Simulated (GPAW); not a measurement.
**Li/Ag(111): work function by functional and basis**

Aim: the work function of both faces of Li/Ag(111), and its spread over functionals and bases.

Method: GPAW, PAW setups; slab in vacuum, relaxation, in the first sound run; inputs show where later runs differ, in GPAW 26.7.0.

## (1) Set-up

The cell holds 5 atoms: 4 Ag and 1 Li. Its edges and angles: a = 2.892 Å, b = 2.892 Å, c = 23.414 Å, α = 90.0°, β = 90.0°, γ = 60.0°. Vacuum lies along c.

## (2) Relaxation

Forces are removed first; all later runs use this geometry. The lowest 2 atoms are held at bulk positions and keep their forces.

The input, run.py:

```python
import json
import numpy as np
from ase import Atoms
from ase.constraints import FixAtoms
from ase.optimize import BFGS
from gpaw import GPAW, PW

slab = Atoms(
    ['Ag', 'Ag', 'Ag', 'Ag', 'Li'],
    positions=[
        [0.00000, 0.00000, 7.00000],
        [1.44603, 0.83487, 9.36136],
        [2.89207, 1.66974, 11.72273],
        [0.00000, 0.00000, 14.08409],
        [1.44603, 0.83487, 16.41407]],
    cell=[[2.89207, 0.0, 0.0], [1.44603, 2.5046, 0.0], [0.0, 0.0, 23.41407]],
    pbc=[True, True, False])

slab.calc = GPAW(mode=PW(400), xc='PBE', kpts={'size': (12, 12, 1), 'gamma': True},
                 occupations={'name': 'fermi-dirac', 'width': 0.1}, nbands='300%',
                 convergence={'density': 1e-05}, maxiter=200,
                 poissonsolver={'dipolelayer': 'xy'},
                 symmetry={'tolerance': 1e-3, 'extra_ids': [1, 1, 0, 0, 0]}, txt='slab.txt')
result = {}
slab.set_constraint(FixAtoms([0, 1]))
path = []
opt = BFGS(slab, maxstep=0.2)
opt.attach(lambda: path.append((slab.get_potential_energy(), slab.positions.tolist(), slab.get_forces().tolist())))
result['relaxed'] = bool(opt.run(fmax=0.03, steps=40))
result['path'] = path
energy = slab.get_potential_energy()
fermi = slab.calc.get_fermi_level()
v = slab.calc.get_electrostatic_potential().mean((0, 1)) - fermi
n = slab.calc.get_pseudo_density().mean((0, 1))
L = slab.cell[2, 2]
z = np.arange(len(v)) * L / len(v)
low, high = slab.positions[:, 2].min(), slab.positions[:, 2].max()
below, above = np.interp([low - 4.8, high + 4.8], z, v)
slopes = [np.interp(x, z, np.gradient(v, z)) for x in (low - 4.8, high + 4.8)]
eps = np.array([[slab.calc.get_eigenvalues(k, s) for k in range(len(slab.calc.get_ibz_k_points()))]
                for s in range(slab.calc.get_number_of_spins())]) - fermi
top, bottom = eps[eps < 0].max(), eps[eps > 0].min()
dipole = slab.get_dipole_moment()[2]
print(f'energy {energy:.4f} eV, Fermi level {fermi:.4f} eV, dipole {dipole:.5f} e A')
print(f'potential 4.8 A off the faces, from the Fermi level: lower {below:.4f} eV, upper {above:.4f} eV')
print(f'slope of the potential there: lower {slopes[0]:.5f}, upper {slopes[1]:.5f} eV/A')
print(f'nearest levels on the mesh: {top:.4f} and {bottom:.4f} eV')
print('magnetic moment', round(slab.get_magnetic_moment(), 3))
result.update(energy=energy, fermi=fermi, dipole=dipole, below=below, above=above, slopes=slopes, edges=[top, bottom],
              z=z.tolist(), v=v.tolist(), n=n.tolist(), positions=slab.positions.tolist(),
              forces=slab.get_forces(apply_constraint=False).tolist(), moments=slab.get_magnetic_moments().tolist())
json.dump(result, open('result.json', 'w'))
```

Run with:

```console
> OMP_NUM_THREADS=1 OPENBLAS_NUM_THREADS=1 python run.py
```

The log of the run:

```text
Step          Energy          fmax
BFGS:    0      -12.721457        0.458979
BFGS:    1      -12.725399        0.426335
BFGS:    2      -12.752850        0.234481
BFGS:    3      -12.753704        0.226493
BFGS:    4      -12.759628        0.039282
BFGS:    5      -12.759830        0.004748
energy -12.7264 eV, Fermi level 1.4757 eV, dipole 0.03579 e A
potential 4.8 A off the faces, from the Fermi level: lower 4.4747 eV, upper 3.5823 eV
slope of the potential there: lower -0.00087, upper 0.00383 eV/A
nearest levels on the mesh: -0.0644 and 0.0071 eV
magnetic moment 0.0
```

It took 17 min on 1 thread of Arm Neoverse V1, shared host; peak memory 0.28 GiB.

Step by step:

```
step  energy less that of the first step (eV)  largest force (eV/Å)
   1                                   0.0000                0.4590
   2                                  -0.0040                0.4263
   3                                  -0.0319                0.2345
   4                                  -0.0328                0.2265
   5                                  -0.0391                0.0393
   6                                  -0.0393                0.0047
```

The atoms that moved most (Å):

```
atom     dx     dy      dz  length
 Ag4  0.000  0.000   0.115   0.115
 Li5  0.000  0.000  -0.086   0.086
 Ag3  0.000  0.000   0.039   0.039
```

Final coordinates:

```
Ag Li
1.0
     2.89207    0.00000    0.00000
     1.44603    2.50460    0.00000
     0.00000    0.00000   23.41407
Ag Li
4 1
Cartesian
  0.0000 0.0000 7.0000
  1.4460 0.8349 9.3614
  2.8921 1.6697 11.7620
  0.0000 0.0000 14.1992
  1.4460 0.8349 16.3280
```

Numbers from this step:

```
dipole along the normal                    : 0.03579 e·Å
levels nearest the Fermi level on the mesh : -0.06435, 0.007135 eV from the Fermi level
upper work function                        : 3.582 eV
lower work function                        : 4.475 eV
```

The electrostatic potential energy of an electron (without an applied field's), less the Fermi level, planar mean oscillates, so the rows of the table below give means over windows of 2.38 Å about each position, cut where the curve ends. Its maxima inside the range that stand out by 2 % of the span (Å: eV): 8.1: 0.717, 10.5: 0.966, 13.0: 1.12, 15.4: 0.659. Its minima: 7.0: -20.5, 9.3: -20.8, 11.8: -20.5, 14.2: -20.8, 16.4: -4.35.

The electrostatic potential energy of an electron (without an applied field's), less the Fermi level, planar mean by z; means over each step:

```
z (Å)  electrostatic potential energy of an electron (without an applied field's), less the Fermi level, planar mean (eV)
 1.19                                                                                                                4.44
 3.57                                                                                                                4.45
 5.95                                                                                                               -3.41
 8.33                                                                                                               -8.31
10.71                                                                                                               -7.89
13.09                                                                                                               -7.55
15.47                                                                                                               -4.56
17.85                                                                                                                1.71
20.23                                                                                                                3.56
22.61                                                                                                                3.61
```

Table of pseudo valence density, planar mean by z:

z (Å), pseudo valence density, planar mean (e/Å³) and a bar:
```
     0.00       0.00 
     0.65       0.00 
     1.30       0.00 
     1.95       0.00 
     2.60       0.00 
     3.04       0.00 
     3.69       0.00 
     4.34       0.00 
     4.99       0.01 
     5.64       0.05 #
     6.29       0.41 #####
     6.94       2.52 ##############################
     7.59       0.65 ########
     8.24       0.19 ##
     8.67       0.46 #####
     9.32       2.56 ##############################
     9.97       0.59 #######
    10.62       0.19 ##
    11.27       0.90 ###########
    11.92       2.25 ##########################
    12.57       0.32 ####
    13.22       0.22 ###
    13.88       1.54 ##################
    14.53       1.54 ##################
    14.96       0.38 #####
    15.61       0.11 #
    16.26       0.04 
    16.91       0.04 #
    17.56       0.02 
    18.21       0.01 
    18.86       0.00 
    19.51       0.00 
    20.16       0.00 
    20.60       0.00 
    21.25       0.00 
    21.90       0.00 
    22.55       0.00 
    23.20       0.00
```

The relaxation lowered the energy of the cell by 0.0393 eV (energies extrapolated to zero smearing; the optimiser's log prints free energies). The largest force left on a free atom is 0.0047 eV/Å.

## (3) The slab's potential

The work function is the vacuum plateau of the electrostatic potential less the Fermi level; a dipole layer lets the two faces have plateaus of their own.

This step: GPAW, PAW setups; slab in vacuum (GPAW 26.7.0).

run.py, as its differences from that of step 2:

```diff
@@ -3,4 +3,2 @@
 from ase import Atoms
-from ase.constraints import FixAtoms
-from ase.optimize import BFGS
 from gpaw import GPAW, PW
@@ -12,5 +10,5 @@
         [1.44603, 0.83487, 9.36136],
-        [2.89207, 1.66974, 11.72273],
-        [0.00000, 0.00000, 14.08409],
-        [1.44603, 0.83487, 16.41407]],
+        [2.89207, 1.66974, 11.76200],
+        [-0.00000, 0.00000, 14.19918],
+        [1.44603, 0.83487, 16.32796]],
     cell=[[2.89207, 0.0, 0.0], [1.44603, 2.5046, 0.0], [0.0, 0.0, 23.41407]],
@@ -22,10 +20,4 @@
                  poissonsolver={'dipolelayer': 'xy'},
-                 symmetry={'tolerance': 1e-3, 'extra_ids': [1, 1, 0, 0, 0]}, txt='slab.txt')
+                 symmetry={'tolerance': 1e-3}, txt='slab.txt')
 result = {}
-slab.set_constraint(FixAtoms([0, 1]))
-path = []
-opt = BFGS(slab, maxstep=0.2)
-opt.attach(lambda: path.append((slab.get_potential_energy(), slab.positions.tolist(), slab.get_forces().tolist())))
-result['relaxed'] = bool(opt.run(fmax=0.03, steps=40))
-result['path'] = path
 energy = slab.get_potential_energy()
```

The log of the run:

```text
energy -12.7264 eV, Fermi level 1.4756 eV, dipole 0.03572 e A
potential 4.8 A off the faces, from the Fermi level: lower 4.4749 eV, upper 3.5824 eV
slope of the potential there: lower -0.00091, upper 0.00381 eV/A
nearest levels on the mesh: -0.0644 and 0.0071 eV
magnetic moment 0.0
```

Elapsed: 3.9 min, on 1 thread; peak memory 0.27 GiB.

This step gave:

```yaml
dipole_along_the_normal: 0.03572 e·Å
levels_nearest_the_fermi_level_on_the_mesh: -0.06436, 0.007136 eV from the Fermi level
```

The electrostatic potential energy of an electron (without an applied field's), less the Fermi level, planar mean oscillates, so the rows of the table below give means over windows of 2.38 Å about each position, cut where the curve ends. Its maxima inside the range that stand out by 2 % of the span (Å: eV): 8.1: 0.717, 10.5: 0.966, 13.0: 1.12, 15.4: 0.659. Its minima: 7.0: -20.5, 9.3: -20.8, 11.8: -20.5, 14.2: -20.8, 16.4: -4.35.

Table of electrostatic potential energy of an electron (without an applied field's), less the Fermi level, planar mean by z; means over each step:

(Unchanged from step 2.)

The pseudo valence density, planar mean by z:

```
z (Å)  pseudo valence density, planar mean (e/Å³)
 0.00                                           0
 0.65                                           0
 1.30                                           0
 1.95                                      5.5e-6
 2.60                                      2.4e-5
 3.04                                      6.9e-5
 3.69                                      3.4e-4
 4.34                                     0.00174
 4.99                                     0.00912
 5.64                                      0.0520
 6.29                                       0.410
 6.94                                        2.52
 7.59                                       0.647
 8.24                                       0.193
 8.67                                       0.464
 9.32                                        2.56
 9.97                                       0.593
10.62                                       0.185
11.27                                       0.901
11.92                                        2.25
12.57                                       0.325
13.22                                       0.220
13.88                                        1.54
14.53                                        1.54
14.96                                       0.384
15.61                                       0.106
16.26                                      0.0419
16.91                                      0.0446
17.56                                      0.0235
18.21                                      0.0101
18.86                                     0.00342
19.51                                     0.00102
20.16                                      2.9e-4
20.60                                      1.2e-4
21.25                                      3.3e-5
21.90                                      9.2e-6
22.55                                           0
23.20                                           0
```

Force by atom:

```
atom  x (eV/Å)  y (eV/Å)  z (eV/Å)   size
 Ag1     0.000     0.000    -0.151  0.151
 Ag2     0.000     0.000     0.153  0.153
 Ag3     0.000     0.000     0.003  0.003
 Ag4     0.000     0.000    -0.005  0.005
 Li5     0.000     0.000     0.002  0.002
```

The potential is flat to 0.004 eV/Å where it is read, so the vacuum is wide enough.

## (4) Self-consistent run: xc = "vdW-DF2"

The same geometry under vdW-DF2, to see how far the functional moves the levels against the vacuum (the van der Waals functionals take revPBE setups).

run.py, as its differences from that of step 3:

```diff
@@ -16,3 +16,3 @@
 
-slab.calc = GPAW(mode=PW(400), xc='PBE', kpts={'size': (12, 12, 1), 'gamma': True},
+slab.calc = GPAW(mode=PW(400), xc='vdW-DF2', kpts={'size': (12, 12, 1), 'gamma': True},
                  occupations={'name': 'fermi-dirac', 'width': 0.1}, nbands='300%',
```

The log of the run:

```text
energy -386.0621 eV, Fermi level 1.4541 eV, dipole 0.04636 e A
potential 4.8 A off the faces, from the Fermi level: lower 4.8595 eV, upper 3.6999 eV
slope of the potential there: lower -0.00200, upper 0.00691 eV/A
nearest levels on the mesh: -0.0003 and 0.0394 eV
magnetic moment 0.0
```

It took 4.5 min on 1 thread; peak memory 0.39 GiB.

This step gave:

| Property | Result |
| --- | --- |
| dipole along the normal | 0.04636 e·Å |
| levels nearest the Fermi level on the mesh | -3.40e-4, 0.03938 eV from the Fermi level |
| upper work function | 3.700 eV |
| lower work function | 4.860 eV |

The electrostatic potential energy of an electron (without an applied field's), less the Fermi level, planar mean oscillates, so the rows of the table below give means over windows of 2.38 Å about each position, cut where the curve ends. Its maxima inside the range that stand out by 2 % of the span (Å: eV): 0.4: 4.86, 8.1: 0.315, 10.5: 0.541, 13.0: 0.709, 15.4: 0.472. Its minima: 7.0: -20.6, 9.3: -20.9, 11.8: -20.7, 14.2: -20.9, 16.4: -4.30.

Table of electrostatic potential energy of an electron (without an applied field's), less the Fermi level, planar mean by z; means over each step:

z (Å), electrostatic potential energy of an electron (without an applied field's), less the Fermi level, planar mean (eV) and a bar from the least value:
```
     1.19        4.8 ##############################
     3.57        4.8 ##############################
     5.95       -3.3 ############
     8.33       -8.6 
    10.71       -8.2 #
    13.09       -7.8 ##
    15.47       -4.7 #########
    17.85        1.8 #######################
    20.23        3.7 ###########################
    22.61        3.7 ############################
```

The pseudo valence density, planar mean oscillates, so the rows of the table below give means over windows of 2.38 Å about each position, cut where the curve ends. Its maxima inside the range that stand out by 2 % of the span (Å: e/Å³): 6.9: 2.53, 9.3: 2.56, 11.7: 2.54, 14.1: 2.43. Its minima: 8.2: 0.187, 10.6: 0.180, 13.0: 0.166.

The pseudo valence density, planar mean by z; means over each step:

z (Å), pseudo valence density, planar mean (e/Å³) and a bar:
```
     1.19       0.00 
     3.57       0.00 
     5.95       0.63 ###################
     8.33       1.00 ##############################
    10.71       0.97 #############################
    13.09       0.93 ############################
    15.47       0.45 #############
    17.85       0.02 #
    20.23       0.00 
    22.61       0.00
```

Force by atom:

```
atom  x (eV/Å)  y (eV/Å)  z (eV/Å)   size
 Ag1     0.000     0.000    -0.804  0.804
 Ag2     0.000     0.000     0.185  0.185
 Ag3     0.000     0.000     0.040  0.040
 Ag4     0.000     0.000     0.485  0.485
 Li5     0.000     0.000     0.091  0.091
```

The upper face's work function is 3.700 eV, against 3.582 eV in the first plane-wave PBE run at this geometry.

[end of part 1 of 3]

[Logs are printed without paths, hosts, clocks, repeated set-up lines and the standing remarks that a program may print on its own settings, such as how far it seeks lower states.]

[Hosts, paths, dates, database ids (printed as entryN), source tags and the programs' standing remarks are cut or masked in the printed files.]
